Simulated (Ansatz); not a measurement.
# A hypothetical structure for Mg3W

Starting from a made-up structure for Mg3W, the aim is the relaxed cell, its shortest contacts and, where a second run follows, its electronic structure.

Main program and level: Ansatz 0.2.0; DFT, PBE, plane-wave PAW, files of the set soft_1, scalar-relativistic, no spin, cell and ions relaxed at zero pressure; PAW set soft_1.

**1. Set-up**

The structure is cubic, space group Pm-3m (No. 221). Conventional cell: a = 4.291 Å, b = 4.291 Å, c = 4.291 Å, α = 90.00°, β = 90.00°, γ = 90.00°. W has 12 Mg at 3.03 Å nearest. Nearest to Mg lie 8 Mg at 3.03 Å and 4 W at 3.03 Å. Farther neighbours are not listed.

As a file:

```cif
data_structure
_symmetry_space_group_name_H-M 'Pm-3m'
_symmetry_Int_Tables_number 221
_cell_length_a 4.2910
_cell_length_b 4.2910
_cell_length_c 4.2910
_cell_angle_alpha 90.000
_cell_angle_beta 90.000
_cell_angle_gamma 90.000
_cell_volume 79.01
loop_
_atom_site_label
_atom_site_type_symbol
_atom_site_symmetry_multiplicity
_atom_site_Wyckoff_symbol
_atom_site_fract_x
_atom_site_fract_y
_atom_site_fract_z
_atom_site_occupancy
W1 W 1 a 0.00000 0.00000 0.00000 1
Mg1 Mg 3 c 0.50000 0.50000 0.00000 1
```

**2. Relaxation of the guess**

The guess takes its coordinates from another compound and its volume from a rule, so the cell and any free coordinates are relaxed together.

Contents of input.yaml:

```yaml
crystal:
  lattice:
    - [4.291, 0.0, 0.0]
    - [0.0, 4.291, 0.0]
    - [0.0, 0.0, 4.291]
  atoms:
    - { symbol: W, position: [0.0, 0.0, 0.0] }
    - { symbol: Mg, position: [0.5, 0.5, 0.0] }
    - { symbol: Mg, position: [0.5, 0.0, 0.5] }
    - { symbol: Mg, position: [0.0, 0.5, 0.5] }
kpoints:
  mp_grid: { grid: [6, 6, 6] }
scf:
  occupations: { method: fermi_dirac, width: 0.05 }
hamiltonian:
  xc: pbe
  pseudopotentials: { kind: paw, azcp: { folder: soft_1 } }
relax:
  f_tol: 0.015
  max_steps: 70
  cell: {}
output:
  forces: true
  stress: true
```

Run with:

```bash
$ ansatz run input.yaml --threads 4 --pin off --max-ram 8192MiB --backend cpu --events-out ev --progress --plain --runs-dir out
```

Numbers of over 12 decimals in the logs are rounded to 6 here.

Output:

```text
Engine: ansatz 0.2.0, x86_64-unknown-linux-gnu
Pseudopotentials: kind: paw
Pseudopotential: W, paw, valence charge 14, recommended cutoff 420 eV (normal), soft_1/W.paw.azcp
Pseudopotential: Mg, paw, valence charge 10, recommended cutoff 420 eV (normal), soft_1/Mg.paw.azcp
Functional definition: PBE
  parameter kappa = 0.804
  parameter beta = 0.066725
  exchange = pbe_x(kappa = kappa, mu = beta*pi^2/3)
  correlation = pbe_c(beta = beta)
Crystal: 4 atoms, lattice volume = 79.009 Å³
Basis set: ecut = 420 eV, 1551 PW (Γ), exchange–correlation on 60×60×60 points (8 copies of the dense FFT grid, shifted against one another)
Bands: 27, of which v1, the nominal top of the filled ones, is band 22 counted from 1 (21 counted from 0)
Symmetry: 48 space group operations
Space group: Pm-3m (ITA 221), of the structure as read, at distance tolerance 4.3e-5 Å
k-points: 20 of 216
Non-local potential: W, projectors of the file, l = 0: 3, l = 1: 2, l = 2: 2, l = 3: 1
Non-local potential: Mg, projectors of the file, l = 0: 3, l = 1: 2, l = 2: 1
PAW form: soft (Blöchl's): semilocal exchange-correlation on the pseudo side does not see the compensation charge
PAW one-centre angular grid: W, 590 points (default); XC on 64 Gauss nodes
PAW one-centre angular grid: Mg, 110 points (default); XC on 64 Gauss nodes
Initial density: superposition of atomic densities (chi_scale 0.1, normalization cell, long waves kept (reshape's long-wave potential 0.00 eV rms))
Initial wavefunctions: pseudopotential atomic-orbital guess
Functional: x = pbe(κ = 0.804, μ = 0.219515), c = pbe(β = 0.066725)
SCF iter   1: F=—  HF=-16157.489807 eV  |F-HF|=—  |Δ(HF+E_count)|=         —  Δρ=8.25e-2  dr2=1.29e1  ethr=3.10e-3  ⟨swp⟩=6.2  Hψ=2368  notcnv=0
preconditioner: auto → Kerker (q_TF=auto, 2.475 Å⁻¹)  [metal: Δε(μ)=0.008 eV  Ē_g=4.830 eV  σ=0.050 eV  W_gap=0.04  n_scr=18 (ndim 8)  ℏωp=14.5 eV  f_vac=0.000  D(μ)=2.80/eV (n_scr^D=18)]
SCF iter   2: F=—  HF=-16155.196062 eV  |F-HF|=—  |Δ(HF+E_count)|=    2.29e0  Δρ=2.20e-2  dr2=4.07e-1  ethr=3.10e-3  ⟨swp⟩=3.0  Hψ=1069  notcnv=0
preconditioner: auto → Resta (q_TF=auto, 2.475 Å⁻¹)  ε∞=11.3  [insulator: Δε(μ)=0.152 eV  Ē_g=4.503 eV  σ=0.050 eV  W_gap=0.61  n_scr=18 (ndim 8)  ℏωp=14.5 eV  f_vac=0.000  D(μ)=1.59/eV (n_scr^D=6)  ε∞_Penn≈11.3]
SCF iter   3: F=—  HF=-16155.161645 eV  |F-HF|=—  |Δ(HF+E_count)|=   3.44e-2  Δρ=1.03e-2  dr2=6.03e-2  ethr=9.26e-4  ⟨swp⟩=2.1  Hψ=762  notcnv=0
SCF iter   4: F=—  HF=-16155.166469 eV  |F-HF|=—  |Δ(HF+E_count)|=   4.82e-3  Δρ=3.15e-3  dr2=1.30e-2  ethr=1.37e-4  ⟨swp⟩=2.4  Hψ=977  notcnv=0
SCF iter   5: F=—  HF=-16155.163885 eV  |F-HF|=—  |Δ(HF+E_count)|=   2.58e-3  Δρ=1.21e-3  dr2=1.90e-3  ethr=2.95e-5  ⟨swp⟩=2.0  Hψ=675  notcnv=0
SCF iter   6: F=—  HF=-16155.163610 eV  |F-HF|=—  |Δ(HF+E_count)|=   2.75e-4  Δρ=5.48e-4  dr2=5.65e-4  ethr=4.33e-6  ⟨swp⟩=2.6  Hψ=932  notcnv=0
SCF iter   7: F=—  HF=-16155.163518 eV  |F-HF|=—  |Δ(HF+E_count)|=   9.25e-5  Δρ=1.17e-4  dr2=2.39e-5  ethr=1.28e-6  ⟨swp⟩=1.9  Hψ=598  notcnv=0
SCF iter   8: F=—  HF=-16155.163565 eV  |F-HF|=—  |Δ(HF+E_count)|=   4.72e-5  Δρ=2.20e-5  dr2=7.19e-7  ethr=5.43e-8  ⟨swp⟩=2.0  Hψ=631  notcnv=0
SCF iter   9: F=-16155.163565 eV  HF=-16155.163565 eV  |F-HF|=3.38e-8  |Δ(HF+E_count)|=   1.34e-7  Δρ=4.51e-6  dr2=3.91e-8  ethr=2.27e-10  ⟨swp⟩=4.6  Hψ=1936  notcnv=0
SCF 1 converged in 9 iterations: F = -16155.163565 eV  dr2 = 3.91e-8
  greatest PAW one-centre occupation: 1.000 electrons in one spin orbital (limit 2), on the Mg atom at site 3 (counted from 0), in its partial waves of l = 0
relax step   1: F+E_penalty+E_count = -16155.16356467 eV  Δ(F+E_penalty+E_count) = +0.000e0 eV  max|allowed force component| = 2.920e-29 eV/Å  Δτ_max = 0.0000 Å  P = -4.526 GPa  Ω = 79.009 Å³  (9 SCF iters, dr2 threshold 1.00e-7 eV, accepted)
Crystal: 4 atoms, lattice volume = 71.038 Å³
Basis set: ecut = 420 eV, 1357 PW (Γ), exchange–correlation on 60×60×60 points (8 copies of the dense FFT grid, shifted against one another)
Initial density: handed on by an earlier stage of this run
Initial wavefunctions: those handed on with the density
iter 1 solved again at ethr=1.05e-4 eV; its pass at ethr=3.10e-3 eV (dr2=4.62e-2 eV) is discarded
SCF iter   1: F=—  HF=-16155.221764 eV  |F-HF|=—  |Δ(HF+E_count)|=         —  Δρ=5.47e-3  dr2=4.69e-2  ethr=1.05e-4  ⟨swp⟩=1.0  Hψ=2727  notcnv=0
preconditioner: auto → Resta (q_TF=auto, 2.519 Å⁻¹)  ε∞=10.7  [insulator: Δε(μ)=0.147 eV  Ē_g=4.898 eV  σ=0.050 eV  W_gap=0.60  n_scr=18 (ndim 8)  ℏωp=15.3 eV  f_vac=0.000  D(μ)=1.50/eV (n_scr^D=6)  ε∞_Penn≈10.7]
SCF iter   2: F=—  HF=-16155.211107 eV  |F-HF|=—  |Δ(HF+E_count)|=   1.07e-2  Δρ=1.66e-3  dr2=2.47e-3  ethr=1.05e-4  ⟨swp⟩=2.0  Hψ=740  notcnv=0
SCF iter   3: F=—  HF=-16155.210768 eV  |F-HF|=—  |Δ(HF+E_count)|=   3.39e-4  Δρ=9.92e-4  dr2=7.86e-4  ethr=5.62e-6  ⟨swp⟩=1.1  Hψ=543  notcnv=0
SCF iter   4: F=—  HF=-16155.210591 eV  |F-HF|=—  |Δ(HF+E_count)|=   1.77e-4  Δρ=1.47e-4  dr2=2.85e-5  ethr=1.79e-6  ⟨swp⟩=1.9  Hψ=608  notcnv=0
SCF iter   5: F=—  HF=-16155.210477 eV  |F-HF|=—  |Δ(HF+E_count)|=   1.15e-4  Δρ=3.13e-5  dr2=7.05e-7  ethr=6.49e-8  ⟨swp⟩=2.0  Hψ=688  notcnv=0
SCF iter   6: F=-16155.210476 eV  HF=-16155.210476 eV  |F-HF|=1.29e-8  |Δ(HF+E_count)|=   2.36e-7  Δρ=1.03e-5  dr2=4.75e-8  ethr=9.09e-10  ⟨swp⟩=4.1  Hψ=1949  notcnv=0
SCF 2 converged in 6 iterations: F = -16155.210476 eV  dr2 = 4.75e-8
  greatest PAW one-centre occupation: 1.000 electrons in one spin orbital (limit 2), on the Mg atom at site 2 (counted from 0), in its partial waves of l = 0
relax step   2: F+E_penalty+E_count = -16155.21047635 eV  Δ(F+E_penalty+E_count) = -4.691e-2 eV  max|allowed force component| = 1.255e-29 eV/Å  Δτ_max = 0.0000 Å  P = +3.392 GPa  Ω = 71.038 Å³  energy of the carried Pulay correction = +9.646e-4 eV  (6 SCF iters, dr2 threshold 4.00e-7 eV, accepted)
Crystal: 4 atoms, lattice volume = 74.246 Å³
Basis set: ecut = 420 eV, 1419 PW (Γ), exchange–correlation on 60×60×60 points (8 copies of the dense FFT grid, shifted against one another)
iter 1 solved again at ethr=1.95e-5 eV; its pass at ethr=3.10e-3 eV (dr2=8.57e-3 eV) is discarded
SCF iter   1: F=—  HF=-16155.241512 eV  |F-HF|=—  |Δ(HF+E_count)|=         —  Δρ=2.30e-3  dr2=8.76e-3  ethr=1.95e-5  ⟨swp⟩=2.0  Hψ=2689  notcnv=0
preconditioner: auto → Kerker (q_TF=auto, 2.500 Å⁻¹)  [metal: Δε(μ)=0.111 eV  Ē_g=4.700 eV  σ=0.050 eV  W_gap=0.50  n_scr=18 (ndim 8)  ℏωp=14.9 eV  f_vac=0.000  D(μ)=1.69/eV (n_scr^D=6)]
SCF iter   2: F=—  HF=-16155.239639 eV  |F-HF|=—  |Δ(HF+E_count)|=   1.87e-3  Δρ=6.59e-4  dr2=3.10e-4  ethr=1.95e-5  ⟨swp⟩=2.0  Hψ=624  notcnv=0
preconditioner: auto → Resta (q_TF=auto, 2.500 Å⁻¹)  ε∞=11.1  [insulator: Δε(μ)=0.138 eV  Ē_g=4.704 eV  σ=0.050 eV  W_gap=0.60  n_scr=18 (ndim 8)  ℏωp=14.9 eV  f_vac=0.000  D(μ)=1.65/eV (n_scr^D=6)  ε∞_Penn≈11.1]
SCF iter   3: F=—  HF=-16155.239524 eV  |F-HF|=—  |Δ(HF+E_count)|=   1.15e-4  Δρ=4.10e-4  dr2=1.45e-4  ethr=7.04e-7  ⟨swp⟩=1.4  Hψ=551  notcnv=0
SCF iter   4: F=—  HF=-16155.239498 eV  |F-HF|=—  |Δ(HF+E_count)|=   2.61e-5  Δρ=6.16e-5  dr2=4.94e-6  ethr=3.29e-7  ⟨swp⟩=2.0  Hψ=607  notcnv=0
iter 5 did not close the SCF: its close was put off for the readings that it lacked (scf_convergence_deferred on its scf_iter line)
SCF iter   5: F=-16155.239497 eV  HF=-16155.239497 eV  |F-HF|=6.16e-9  |Δ(HF+E_count)|=   1.36e-6  Δρ=9.75e-6  dr2=5.88e-8  ethr=1.12e-8  ⟨swp⟩=2.0  Hψ=663  notcnv=0
SCF iter   6: F=-16155.239497 eV  HF=-16155.239497 eV  |F-HF|=3.93e-10  |Δ(HF+E_count)|=   1.26e-9  Δρ=3.44e-6  dr2=6.55e-9  ethr=1.34e-10  ⟨swp⟩=2.6  Hψ=2035  notcnv=0
SCF 3 converged in 6 iterations: F = -16155.239497 eV  dr2 = 6.55e-9
  greatest PAW one-centre occupation: 1.000 electrons in one spin orbital (limit 2), on the Mg atom at site 1 (counted from 0), in its partial waves of l = 0
relax step   3: F+E_penalty+E_count = -16155.23949675 eV  Δ(F+E_penalty+E_count) = -2.902e-2 eV  max|allowed force component| = 5.267e-30 eV/Å  Δτ_max = 0.0000 Å  P = -0.319 GPa  Ω = 74.246 Å³  energy of the carried Pulay correction = +5.642e-4 eV  (6 SCF iters, dr2 threshold 4.00e-7 eV, accepted)
Crystal: 4 atoms, lattice volume = 73.952 Å³
iter 1 solved again at ethr=1.45e-7 eV; its pass at ethr=3.10e-3 eV (dr2=6.40e-5 eV) is discarded
SCF iter   1: F=—  HF=-16155.239924 eV  |F-HF|=—  |Δ(HF+E_count)|=         —  Δρ=2.11e-4  dr2=7.42e-5  ethr=1.45e-7  ⟨swp⟩=2.1  Hψ=2567  notcnv=0
preconditioner: auto → Resta (q_TF=auto, 2.502 Å⁻¹)  ε∞=11.0  [insulator: Δε(μ)=0.138 eV  Ē_g=4.721 eV  σ=0.050 eV  W_gap=0.60  n_scr=18 (ndim 8)  ℏωp=15.0 eV  f_vac=0.000  D(μ)=1.64/eV (n_scr^D=6)  ε∞_Penn≈11.0]
SCF iter   2: F=—  HF=-16155.239839 eV  |F-HF|=—  |Δ(HF+E_count)|=   8.46e-5  Δρ=9.89e-5  dr2=1.36e-5  ethr=1.45e-7  ⟨swp⟩=2.0  Hψ=589  notcnv=0
SCF iter   3: F=—  HF=-16155.239837 eV  |F-HF|=—  |Δ(HF+E_count)|=   2.67e-6  Δρ=2.32e-5  dr2=5.32e-7  ethr=3.08e-8  ⟨swp⟩=2.0  Hψ=633  notcnv=0
iter 4 did not close the SCF: its close was put off for the readings that it lacked (scf_convergence_deferred on its scf_iter line)
SCF iter   4: F=-16155.239837 eV  HF=-16155.239837 eV  |F-HF|=1.43e-8  |Δ(HF+E_count)|=   1.01e-7  Δρ=4.51e-6  dr2=2.46e-8  ethr=1.21e-9  ⟨swp⟩=2.0  Hψ=663  notcnv=0
iter 5 did not close the SCF: its close was put off for the readings that it lacked (scf_convergence_deferred on its scf_iter line)
SCF iter   5: F=-16155.239837 eV  HF=-16155.239837 eV  |F-HF|=1.82e-10  |Δ(HF+E_count)|=   9.53e-9  Δρ=1.41e-6  dr2=1.19e-9  ethr=5.60e-11  ⟨swp⟩=3.0  Hψ=1037  notcnv=0
SCF iter   6: F=-16155.239837 eV  HF=-16155.239837 eV  |F-HF|=5.46e-12  |Δ(HF+E_count)|=  5.46e-12  Δρ=2.61e-7  dr2=3.57e-11  ethr=2.70e-12  ⟨swp⟩=1.1  Hψ=1276  notcnv=0
SCF 4 converged in 6 iterations: F = -16155.239837 eV  dr2 = 3.57e-11
relax step   4: F+E_penalty+E_count = -16155.23983652 eV  Δ(F+E_penalty+E_count) = -3.398e-4 eV  max|allowed force component| = 8.423e-30 eV/Å  Δτ_max = 0.0000 Å  P = -0.011 GPa  Ω = 73.952 Å³  energy of the carried Pulay correction = +6.003e-4 eV  (6 SCF iters, dr2 threshold 2.54e-7 eV, accepted)
Initial wavefunctions: pseudopotential atomic-orbital guess (no wavefunctions were taken with the density)
iter 1 solved again at ethr=1.22e-8 eV; its pass at ethr=3.10e-3 eV (dr2=5.35e-6 eV) is discarded
SCF iter   1: F=—  HF=-16155.239311 eV  |F-HF|=—  |Δ(HF+E_count)|=         —  Δρ=6.29e-5  dr2=3.69e-7  ethr=1.22e-8  ⟨swp⟩=3.2  Hψ=3958  notcnv=0
preconditioner: auto → Resta (q_TF=auto, 2.502 Å⁻¹)  ε∞=11.0  [insulator: Δε(μ)=0.136 eV  Ē_g=4.721 eV  σ=0.050 eV  W_gap=0.59  n_scr=18 (ndim 8)  ℏωp=15.0 eV  f_vac=0.000  D(μ)=1.65/eV (n_scr^D=6)  ε∞_Penn≈11.0]
SCF iter   2: F=—  HF=-16155.239240 eV  |F-HF|=—  |Δ(HF+E_count)|=   7.06e-5  Δρ=3.25e-5  dr2=9.41e-8  ethr=8.39e-10  ⟨swp⟩=2.0  Hψ=898  notcnv=0
SCF iter   3: F=—  HF=-16155.239240 eV  |F-HF|=—  |Δ(HF+E_count)|=   1.84e-7  Δρ=3.07e-6  dr2=1.43e-9  ethr=2.14e-10  ⟨swp⟩=2.0  Hψ=918  notcnv=0
iter 4 did not close the SCF: its close was put off for the readings that it lacked (scf_convergence_deferred on its scf_iter line)
SCF iter   4: F=-16155.239240 eV  HF=-16155.239240 eV  |F-HF|=2.00e-11  |Δ(HF+E_count)|=   2.50e-9  Δρ=4.08e-7  dr2=3.69e-11  ethr=3.25e-12  ⟨swp⟩=2.0  Hψ=979  notcnv=0
iter 5 did not close the SCF: its close was put off for the readings that it lacked (scf_convergence_deferred on its scf_iter line)
SCF iter   5: F=-16155.239240 eV  HF=-16155.239240 eV  |F-HF|=1.09e-11  |Δ(HF+E_count)|=  2.55e-11  Δρ=1.10e-7  dr2=8.40e-12  ethr=1.00e-12  ⟨swp⟩=1.0  Hψ=540  notcnv=0
SCF iter   6: F=-16155.239240 eV  HF=-16155.239240 eV  |F-HF|=0.00e0  |Δ(HF+E_count)|=  3.64e-12  Δρ=1.81e-8  dr2=3.40e-13  ethr=1.00e-12  ⟨swp⟩=3.0  Hψ=1678  notcnv=0
SCF 5 converged in 6 iterations: F = -16155.239240 eV  dr2 = 3.40e-13
relax step   5: F+E_penalty+E_count = -16155.23924033 eV  Δ(F+E_penalty+E_count) = +5.962e-4 eV  max|allowed force component| = 1.661e-29 eV/Å  Δτ_max = 0.0000 Å  P = -0.011 GPa  Ω = 73.952 Å³  stress off target by 1.08e-2 GPa  SCF on the basis re-selected at this cell (its energy is not comparable with the rows above)  (6 SCF iters)
basis re-selected at this cell: Δ(F+E_penalty+E_count) = +5.962e-4 eV, ΔP = -0.000 GPa vs the last step (what re-selecting the basis moved, of the pressure what is left beyond the Pulay correction that the steps carried, after the strain that the cell walked since its last selection, with what the two solves' SCF thresholds leave and, on support functions, any second-order correction that the steps lacked; it is no m [...]
SCF converged after 6 iterations
Free energy (F): -16155.239240 eV
Harris-Foulkes:  -16155.239240 eV  (|F-HF|=0.00e0)
Internal energy: -16155.225176 eV  (E = F + TS)
E sigma→0 (E₀):  -16155.232208 eV
Entropy (-TS):   -0.014064 eV (-3.516 meV/atom)
Fermi energy:    9.719270 eV
--- Per-component energies (eV) ---
  E_band       = -1171.188046
  E_kinetic    = 629.690656
  E_local      = -5596.028779  (includes V_loc(G=0)·N_el)
  E_nonlocal   = 560.972375
  E_hartree    = 1926.524755
  E_xc         = -345.290796
  E_vxc        = -331.474198  (∫ρ·V_xc dr)
  E_paw        = -9478.317711  (= ΣΔE_a)
  E_vpaw       = -287.397306  (= ΣTr[D̂ρ^β])
  E_aug_tail   = -0.000308  (compensation charges beyond the density's cutoff)
  E_ewald      = -3852.775368
  E_smearing   = -0.014064  (= −TS)
  E_closure    = 0.000000  (closes the sum)
  Σ components = -16155.239240   (vs F -16155.239240, Δ=0.00e0)
--- Forces (eV/Å), atoms counted from 1 ---
  atom   1  W     -0.00000000    -0.00000000     0.00000000
  atom   2  Mg     0.00000000     0.00000000    -0.00000000
  atom   3  Mg     0.00000000     0.00000000     0.00000000
  atom   4  Mg     0.00000000     0.00000000    -0.00000000
  max |Σ_I F_I| component: 3.45e-29 eV/Å
--- Stress (GPa, compression-positive) ---
       -0.010803       0.000000       0.000000
        0.000000      -0.010803      -0.000000
        0.000000      -0.000000      -0.010803
  P = ⅓ Tr σ = -0.0108 GPa (-0.108 kbar)
--- Relaxed structure (4 steps of the walk, 4 accepted, 1 SCFs on fresh bases) ---
  F+E_penalty+E_count = -16155.23924033 eV   max|allowed force component| = 1.661e-29 eV/Å   (the final SCF, on the basis selected at the relaxed cell)
  cell:  # Å, volume = 73.9519 Å³
    - [4.197427, 0, 0]
    - [0, 4.197427, 0.0]
    - [0, 0.0, 4.197427]
  atoms:
    - { symbol: W, position: [0, 0, 0] }
    - { symbol: Mg, position: [0.5, 0.5, 0] }
    - { symbol: Mg, position: [0.5, 0, 0.5] }
    - { symbol: Mg, position: [0, 0.5, 0.5] }
```

Elapsed: 1.8 s, on 4 threads of Intel Xeon 6975P-C (Granite Rapids), shared host; peak memory 0.57 GiB; 5.7 s of CPU time.

Relaxation path:

| step | energy less that of the first step (eV) | largest force component (eV/Å) | pressure (GPa) | volume (Å³) |
| --- | --- | --- | --- | --- |
| 1 | 0.0000 | 0.0000 | -4.53 | 79.01 |
| 2 | -0.0469 | 0.0000 | 3.39 | 71.04 |
| 3 | -0.0759 | 0.0000 | -0.32 | 74.25 |
| 4 | -0.0763 | 0.0000 | -0.01 | 73.95 |
| 5* | -0.0757 | 0.0000 | -0.01 | 73.95 |

Relaxation steps marked * repeat the geometry before them on a plane-wave basis chosen anew for their cell, so energy and pressure can jump there.

The run keeps the 48 symmetry operations that it works with, so distortions that break them were not tested.

| conventional cell, symmetrised | before | after | change |
| --- | --- | --- | --- |
| a (Å) | 4.291 | 4.197 | -2.2 % |
| b (Å) | 4.291 | 4.197 | -2.2 % |
| c (Å) | 4.291 | 4.197 | -2.2 % |
| volume (Å³/atom) | 19.75 | 18.49 | -6.4 % |

Final coordinates:

```cif
data_structure
_symmetry_space_group_name_H-M 'P 1'
_symmetry_Int_Tables_number 1
_cell_length_a 4.1974
_cell_length_b 4.1974
_cell_length_c 4.1974
_cell_angle_alpha 90.000
_cell_angle_beta 90.000
_cell_angle_gamma 90.000
_cell_volume 73.95
loop_
_atom_site_label
_atom_site_type_symbol
_atom_site_fract_x
_atom_site_fract_y
_atom_site_fract_z
_atom_site_occupancy
W1 W 0.00000 0.00000 0.00000 1
Mg2 Mg 0.50000 0.50000 0.00000 1
Mg3 Mg 0.50000 0.00000 0.50000 1
Mg4 Mg 0.00000 0.50000 0.50000 1
```

Numbers from this step:

| Quantity | Value |
| --- | --- |
| free energy | -16155.2392 eV |
| energy at zero smearing | -16155.2322 eV |
| smearing term TS | 0.01406 eV |
| Fermi energy | 9.719 eV |
| electrons | 44 |
| symmetry operations | 48 |
| pressure | -0.01080 GPa |

The shortest distance of each pair, which need not be the same contact before and after:

| pair | guess (Å) | relaxed (Å) |
| --- | --- | --- |
| Mg–W | 3.034 | 2.968 |
| Mg–Mg | 3.034 | 2.968 |
| W–W | 4.291 | 4.197 |

The relaxation ends with a pressure of -0.01 GPa.

**3. Outcome**

```json
{
  "space group, relaxed": "Pm-3m",
  "conventional cell": "a = 4.197, b = 4.197, c = 4.197 Å; α = 90.0°, β = 90.0°, γ = 90.0°",
  "volume per atom": "18.49 Å³ (guess 19.75)"
}
```

Mg3W relaxes to Pm-3m with a = 4.197, b = 4.197 and c = 4.197 Å. The guessed volume was 7 % too large. The space group Pm-3m was held in the relaxation, so the end point is a stationary structure within it and may be a saddle against distortions or other arrangements. Mesh and cutoff weren't tested. Spin-orbit coupling is left out, which can matter for elements this heavy. No dispersion term is used, so weakly bound directions may come out too long. The runs have no spin, and magnetism wasn't tested. Nothing here tests whether the compound is stable against decomposition.

[Logs are printed without paths, hosts, clocks, repeated set-up lines and the standing remarks that a program may print on its own settings, such as how far it seeks lower states.]

[Hosts, paths, dates, database ids (printed as entryN), source tags and the programs' standing remarks are cut or masked in the printed files.]
